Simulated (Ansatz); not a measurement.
# Grüneisen parameters and expansion of SiC (Moissanite 3C, F-43m), part 2 of 4

Wanted: mode Grüneisen parameters of SiC (Moissanite 3C) and a free-energy fit over volumes.

Ansatz 0.2.0; DFT LDA, scalar-relativistic, plane waves, PAW.

So far. Step 2 (A first coarse run): The start is under -4.4 GPa at this level and looks like an insulator or semiconductor on this mesh. Step 4 (Tight relaxation): The residual pressure is 0.0016 GPa, small enough for phonons.

### Step 5. Phonons, V/V0 1

Phonons at this volume give one point of F(V, T); meshes stay fixed along the series.

The input, input.yaml:

```yaml
crystal:
  lattice:
    - [0.0, 2.164484123, 2.164484123]
    - [2.164484123, 0.0, 2.164484123]
    - [2.164484123, 2.164484123, 0.0]
  atoms:
    - { symbol: Si, position: [0.0, 0.0, 0.0] }
    - { symbol: C, position: [0.25, 0.25, 0.25] }
kpoints:
  mp_grid: { grid: [12, 12, 12] }
hamiltonian:
  xc: lda
scf:
  occupations: { method: fixed }
output:
  eigenvalues: true
phonons:
  method: dfpt
  dielectric: true
  rigid_motions: translations
  qmesh: [4, 4, 4]
  temperatures: { t_max: 1000, t_step: 50 }
  qpath:
    path:
      - [[0.0, 0.0, 0.0], [-0.5, -0.5, 0.0], [-0.375, -0.375, 0.25]]
      - [[-0.375, 0.0, 0.375], [0.0, 0.0, 0.0], [0.0, 0.0, 0.5], [-0.5, -0.25, 0.25], [-0.5, -0.5, 0.0]]
    npoints: 10
```

Started as:

```sh
$ ansatz run input.yaml --threads 4 --pin off --max-ram 8192MiB --backend cpu --events-out ev --progress --plain --runs-dir out
```

Numbers of over 12 decimals in the logs are rounded to 6 here.

What it wrote:

```text
Warning: phonons: the dynamical matrix that this run interpolates holds no multipole term above the dipole-dipole one, and a site of this crystal is no centre of inversion, so its interpolated transverse optical and acoustic branches and sound speeds can stay off near Gamma, and the density of states and the thermodynamics with them. What a run solves at a wave vector of phonons.qpoints, Gamma apart, where the deck admits one, is free of this, and under fd what a larger phonons.supercell samples
[...]
Crystal: 2 atoms, lattice volume = 20.281 Å³
Basis set: ecut = 420 eV, 411 PW (Γ), exchange–correlation on 48×48×48 points (8 copies of the dense FFT grid, shifted against one another)
Bands: 8, of which v1, the nominal top of the filled ones, is band 4 counted from 1 (3 counted from 0)
Symmetry: 24 space group operations
k-points: 280 of 1728 (irreducible under 4 space group operations, time reversal used)
[...]
SCF iter   1: F=—  HF=-852.204248 eV  |F-HF|=—  |Δ(HF+E_count)|=         —  Δρ=7.56e-3  dr2=1.16e-2  ethr=1.77e-3  ⟨swp⟩=4.7  Hψ=15863  notcnv=0  defer=494
[...]
SCF iter   7: F=-852.200735 eV  HF=-852.200735 eV  |F-HF|=1.14e-12  |Δ(HF+E_count)|=  6.50e-11  Δρ=1.88e-7  dr2=2.81e-12  ethr=1.25e-12  ⟨swp⟩=5.8  Hψ=8761  notcnv=0
SCF 1 converged in 7 iterations: F = -852.200735 eV  dr2 = 2.81e-12
[...]
NSCF: frozen V_eff on 1 k-points
DFPT response loops at Γ: preconditioner auto → none (the input reference at scf.mixing.eps_inf says where Resta's filter doesn't serve); β = 0.50; Broyden in place of MSR1
── the response to a field inside a basis, on 12×12×12 k-points: an SCF that follows is theirs, and a resumed run solves both again ──
Bands: 5, of which v1, the nominal top of the filled ones, is band 4 counted from 1 (3 counted from 0)
k-points: 182 of 1728 (irreducible under 6 space group operations, time reversal used)
[...]
Eigensolver: Dense (182 Hₖ)
SCF iter   1: F=—  HF=-852.203122 eV  |F-HF|=—  |Δ(HF+E_count)|=         —  Δρ=5.06e-4  dr2=7.78e-6  ethr=1.00e-1
[...]
SCF iter   4: F=-852.203124 eV  HF=-852.203124 eV  |F-HF|=3.75e-12  |Δ(HF+E_count)|=   6.49e-8  Δρ=4.28e-6  dr2=1.10e-9  ethr=4.33e-9
SCF 1 converged in 4 iterations: F = -852.203124 eV  dr2 = 1.10e-9
[...]
DFPT response loops at q = (0, 0, -0.5) (fractional): preconditioner auto → Resta (q_TF=auto, 2.336 Å⁻¹)  ε∞=6.8 (no band partly filled); β = 1.00, the filter's whole step (`scf.mixing.beta` (0.50) is not read by the response loops at its default; to damp them type it under 1.00, their step now; it binds the ground state too); Broyden in place of MSR1
[...]
SCF converged after 7 iterations
Free energy (F): -852.200735 eV
[...]
Internal energy: -852.200735 eV  (E = F + TS)
E sigma→0 (E₀):  -852.200735 eV
Fermi energy:    9.497009 eV
[...]
--- Band table (eV; the first three rows and the last of 280) ---
[...]
--- Phonons (Γ-DFPT): 2 representative perturbations + reference, on 280 of 1728 k-points (Σ response iterations 6) ---
  k mesh reduced under 4 symmetry operations, with k and −k counted as one. Each operation leaves every solved perturbation unchanged. A smaller set is not considered because the run solves the response to a homogeneous field
  ASR residual: 1.911e-4 → 0.000e0 eV/Å²; symmetrization residual: 1.626e-7 eV/Å²
  ASR residual per site (eV/Å²): 4.28e-5 1.91e-4
  Γ frequencies (cm⁻¹): 0.00 0.00 0.00 797.57 797.57 797.57
  ε∞ (high-frequency dielectric tensor):
        6.922246    -0.000000    -0.000000
       -0.000000     6.922246     0.000000
       -0.000000     0.000000     6.922246
  ε⁰ (static dielectric tensor: ions relaxed, cell fixed):
       10.302453    -0.000000    -0.000000
       -0.000000    10.302453    -0.000000
       -0.000000    -0.000000    10.302453
  ε⁰ − ε∞ (ionic part):
        3.380207    -0.000000     0.000000
       -0.000000     3.380207    -0.000000
        0.000000    -0.000000     3.380207
  softest optical mode at Γ: 797.57 cm⁻¹; the repairs (sum rule, projections) moved no ω² at Γ by more than (2.09 cm⁻¹)²
  Born effective charges Z* (e; rows j = field, columns β = displacement):
    site 0:
         2.73056   -0.00000   -0.00000
        -0.00000    2.73056    0.00000
         0.00000    0.00000    2.73056
    site 1:
        -2.73056    0.00000    0.00000
         0.00000   -2.73056   -0.00000
        -0.00000   -0.00000   -2.73056
  Z* charge neutrality: 1.182e-3 e pre-enforcement
  solved inside a basis spanned on kpoints, on 12×12×12 k-points, its susceptibility summed on 16×16×16: ε∞ is read to err by 2.0e-2, Z* by 9.7e-3 e (field_mesh: kpoints solves on kpoints); Z* is corrected for what the basis lacks
  optical modes at Γ without the LO–TO term, one row a degenerate level:
      ω (cm⁻¹)  modes    IR ((D/Å)²/amu)
        797.57      3            61.3385
  optical modes at Γ + LO–TO along q̂ = [1.0000, 0.0000, 0.0000]:
      ω (cm⁻¹)  modes    IR ((D/Å)²/amu)
        797.57      2            40.8923
        973.00      1            20.4462
  optical modes at Γ + LO–TO along q̂ = [0.0000, 1.0000, 0.0000]:
      ω (cm⁻¹)  modes    IR ((D/Å)²/amu)
        797.57      2            40.8923
        973.00      1            20.4462
  optical modes at Γ + LO–TO along q̂ = [0.0000, 0.0000, 1.0000]:
      ω (cm⁻¹)  modes    IR ((D/Å)²/amu)
        797.57      2            40.8923
        973.00      1            20.4462
--- Phonons (arbitrary-q DFPT): 8 irreducible q on the 4×4×4 mesh ---
  q = [0.0000, 0.0000, 0.0000] (star 1, of the zone-centre solve; hermiticity 1.65e-8, symmetrization 5.42e-16): -0.00 -0.00 0.00 797.57 797.57 797.57
  q = [0.0000, 0.0000, 0.2500] (star 8, 2 solved perturbations on 936 of 1728 k-point pairs; hermiticity 2.36e-8, symmetrization 3.08e-15): 196.10 196.10 406.08 783.75 783.75 924.86
[...]
q = [0.0000, 0.2500, 0.2500] (star 6, 4 solved perturbations in 1608 linear systems a pass and spin channel, the states on 510 of 1728 k-point pairs; hermiticity 2.07e-8, symmetrization 1.57e-15): 275.29 275.29 402.01 782.00 782.00 928.37
[...]
sum rule: each row above includes the acoustic sum rule's correction from the zone centre's row sums; it moved no ω² by more than (2.08 cm⁻¹)²
  mesh force constants: q→R imaginary residual 1.22e-18; ASR residual 1.911e-4 → 0.000e0 eV/Å²; symmetrization residual 1.776e-14 eV/Å²
  interpolated dispersion: 63 rows × 6 modes
  density of states and harmonic sums: on the 28×28×28 q-mesh, interpolated from the force constants of a 4×4×4 supercell (with the dipole–dipole term)
  largest difference from the sums on the solved wave vectors: F 6.81e-3 eV, S 1.09e-5 and C_V 3.97e-6 eV/K
  zero-point energy: 0.222301 eV/cell   skipped modes (ω ≤ 0): 3   left out of the sums: 2.28e-5 of the cell's modes: C_V's classical limit lies that fraction below 3 k_B per atom; for a crystal, a wire or a layer, F and S can be off by more, and a phonons.interpolated_qmesh denser along its periods is the remedy for the sampling
```

Elapsed: 48 s, on 4 threads of Arm Neoverse V2, shared host; peak memory 0.97 GiB; 3.1 min of CPU time.

This step gave:

```yaml
gamma_frequencies: 0, 0, 0, 797.6, 797.6, 797.6 cm⁻¹ (negative: imaginary)
lowest_frequency_on_the_path: 0 cm⁻¹
zero_point_energy: 0.2223 eV/cell
point_group: -43m
highest_frequency: 973 cm⁻¹
debye_temperature_from_the_second_moment: 1189 K
```

LO-TO term included. Phonon branches along the path, in cm⁻¹:

```
    point  branch 1  branch 2  branch 3  branch 4  branch 5  branch 6
        Γ         0         0         0       798       798       973
  halfway       275       275       402       782       782       928
        X       365       365       635       767       767       829
  halfway       362       395       615       763       765       840
        U       352       446       569       759       762       860
jump to K       352       446       569       759       762       860
  halfway       229       322       420       775       795       904
        Γ         0         0         0       798       798       973
  halfway       196       196       406       784       784       925
        L       260       260       616       772       772       839
  halfway       327       390       562       766       771       859
        W       402       462       538       744       778       858
  halfway       383       403       598       754       772       846
        X       365       365       635       767       767       829
```

The phonon branches as a text plot (rows in cm⁻¹):

```
    953 |******                   **********
    912 |      **               **          **
    872 |        ***     *******              **     ********
    831 |           *****                       *****        ****
    791 |*********          ***********************************
    750 |         **************                    *************
    709 |
    669 |
    628 |           ****                         **           ***
    588 |         **    ***                    **  ***      **
    547 |        *         *                          ******
    507 |                   ***               *
    466 |       *          *   *             *           ***
    426 |               *** *** *           *          **   **
    385 |      *      **       *                      * *********
    345 |    **  ***********     *         *         ***
    304 |       *           *** * **               ***
    264 |   *  *               * *        *    *****
    223 |    **                 * **         **
    182 |  **                    *  *    * **
    142 |  *                      ***     *
    101 | *                         **  **
     61 | *                          *  *
     20 |*                            **
         Γ           X  U|K            Γ         L        W     X
```

Tetrahedra on 28 28 28, mean over bins of 10 cm⁻¹. The phonon density of states by wavenumber; read off at these points:

```
wavenumber (cm⁻¹)  phonon density of states (1/cm⁻¹/cell)
                5                                       0
               35                                  4.0e-5
               55                                  1.2e-4
               85                                  3.1e-4
              105                                  4.8e-4
              135                                  8.4e-4
              165                                 0.00135
              185                                 0.00181
              215                                 0.00281
              245                                 0.00472
              265                                 0.00806
              295                                 0.00911
              315                                 0.00996
              345                                  0.0121
              365                                  0.0138
              375                                  0.0109
              395                                 0.00817
              425                                 0.00702
              455                                 0.00589
              475                                 0.00245
              505                                 0.00382
              525                                 0.00617
              545                                  0.0121
              555                                  0.0101
              585                                 0.00384
              605                                 0.00208
              635                                  9.0e-5
              665                                       0
              685                                       0
              715                                       0
              735                                       0
              765                                  0.0503
              775                                  0.0821
              795                                  0.0137
              815                                       0
              845                                  0.0057
              865                                  0.0302
              875                                  0.0122
              895                                 0.00556
              925                                 0.00332
              945                                 0.00227
              975                                  1.0e-4
```

Harmonic. Thermo, by row:

```
T (K)  F_vib (meV/atom)  S (J/mol-atom/K)  C_V (J/mol-atom/K)
    0             111.2                 0                   0
   50             111.1             0.074               0.257
  100               111             0.747               2.211
  150             110.2             2.187               5.149
  200             108.6             4.087               8.191
  250               106             6.224               11.01
  300             102.2             8.452               13.43
  350              97.2             10.68               15.41
  400              91.1             12.84                  17
  450              83.9             14.92               18.26
  500             75.66              16.9               19.28
  550             66.41             18.77               20.09
  600             56.21             20.55               20.75
  650             45.12             22.23               21.29
  700             33.18             23.83               21.74
  750             20.44             25.34               22.11
  800              6.93             26.78               22.43
  850              -7.3             28.15               22.69
  900            -22.23             29.45               22.92
  950            -37.82              30.7               23.11
 1000            -54.04             31.89               23.28
```

The modes has structure finer than the step of the table below, so its rows give means over 50 cm⁻¹, whole bins alone (the curve runs from -10 to 1010 cm⁻¹). Peaks (cm⁻¹: height): C 772.9: 0.0545, 862.7: 0.0218; Si 355.8: 0.0113, 548.3: 0.0103, 772.9: 0.0123, 862.7: 0.00227.

Phonopy on the run's constants, 21x21x21 mesh, Gaussian sigma 7.3 cm⁻¹. Modes against wavenumber; means over each step; values in 1/cm⁻¹/cell:

```
wavenumber (cm⁻¹)        C       Si
               50   2.9e-5   7.1e-5
              100   1.3e-4   3.2e-4
              150   3.2e-4   8.2e-4
              200   6.3e-4  0.00171
              250  0.00143  0.00428
              300  0.00209  0.00727
              350  0.00219  0.00979
              400  0.00126  0.00691
              450   8.1e-4  0.00467
              500   6.0e-4  0.00328
              550   5.8e-4  0.00807
              600   1.0e-4  0.00253
              650   7.3e-7   1.0e-4
              700   1.8e-6        0
              750   0.0177  0.00347
              800   0.0149  0.00400
              850   0.0108  0.00107
              900  0.00503  0.00111
              950  0.00140   5.2e-4
```

Born charge (rows field, columns displacement) (e), principal values of the symmetric part by kind of site:

```
atom  atoms with these values    low  middle   high   mean
 Si1                        1   2.73    2.73   2.73   2.73
  C2                        1  -2.73   -2.73  -2.73  -2.73
```

In full for Si1:

```
2.73 0.00 0.00
0.00 2.73 0.00
0.00 0.00 2.73
```

ε∞:

```
6.92 0.00 0.00
0.00 6.92 0.00
0.00 0.00 6.92
```

No LO-TO term. The modes at Γ (shares of kinetic energy by element, %):

```
mode  frequency (cm⁻¹)  symmetry  Si %  C %
   1               0.0        T2    70   30
   2               0.0        T2    70   30
   3               0.0        T2    70   30
   4             797.6        T2    30   70
   5             797.6        T2    30   70
   6             797.6        T2    30   70
```

Displacements in mode 4 (797.6 cm⁻¹), the largest set to 1:
```
Si1  0.17 -0.43 -0.24
C2  -0.40  1.00  0.57
```

No mode is imaginary beyond numerical noise at the solved wavevectors.

### Step 6. A cell at another volume, V/V0 1.015

Symmetry fixes every atom, so a single point at the scaled cell gives the energy and pressure of this member.

input.yaml, the sections that differ from step 5:

```yaml
crystal:
  lattice:
    - [0.0, 2.175252878, 2.175252878]
    - [2.175252878, 0.0, 2.175252878]
    - [2.175252878, 2.175252878, 0.0]
  atoms:
    - { symbol: Si, position: [0.0, 0.0, 0.0] }
    - { symbol: C, position: [0.25, 0.25, 0.25] }
output:
  forces: true
  stress: true
  eigenvalues: true
# kpoints, hamiltonian, scf: as in step 5
# phonons: removed
```

What it wrote:

```text
[...]
Crystal: 2 atoms, lattice volume = 20.585 Å³
Basis set: ecut = 420 eV, 411 PW (Γ)
Bands: 8, of which v1, the nominal top of the filled ones, is band 4 counted from 1 (3 counted from 0)
Symmetry: 24 space group operations
[...]
k-points: 72 of 1728 (time reversal used)
[...]
SCF iter   1: F=—  HF=-852.201278 eV  |F-HF|=—  |Δ(HF+E_count)|=         —  Δρ=7.63e-3  dr2=1.24e-2  ethr=1.77e-3  ⟨swp⟩=4.6  Hψ=4070  notcnv=0  defer=120
[...]
SCF iter   6: F=-852.197533 eV  HF=-852.197533 eV  |F-HF|=5.73e-11  |Δ(HF+E_count)|=   6.05e-9  Δρ=1.55e-6  dr2=1.77e-10  ethr=2.20e-10  ⟨swp⟩=3.5  Hψ=3050  notcnv=0
SCF 1 converged in 6 iterations: F = -852.197533 eV  dr2 = 1.77e-10
[...]
SCF converged after 6 iterations
Free energy (F): -852.197533 eV
[...]
Internal energy: -852.197533 eV  (E = F + TS)
E sigma→0 (E₀):  -852.197533 eV
Fermi energy:    9.308682 eV
[...]
--- Stress (GPa, compression-positive) ---
       -3.318379       0.000000      -0.000000
       -0.000000      -3.318379       0.000000
       -0.000000       0.000000      -3.318379
  P = ⅓ Tr σ = -3.3184 GPa (-33.184 kbar)
--- Band table (eV; the first three rows and the last of 72) ---
[...]
```

Elapsed: 0.45 s, on 4 threads; peak memory 0.26 GiB.

This step gave:

```
pressure          : -3.318 GPa
gap on the k-mesh : 1.313 eV
volume per atom   : 10.29 Å³
```

At this level the gap is 1.31 eV on the k-mesh of the self-consistent run, which can miss the band edges.

[end of part 2 of 4]

[Logs are printed without paths, hosts, clocks, repeated set-up lines and the standing remarks that a program may print on its own settings, such as how far it seeks lower states.]

[Hosts, paths, dates, database ids (printed as entryN), source tags and the programs' standing remarks are cut or masked in the printed files.]

[A step with changed settings may run another functional than the one named; its input shows which.]

[Of the runs on displaced cells, only some may be shown.]
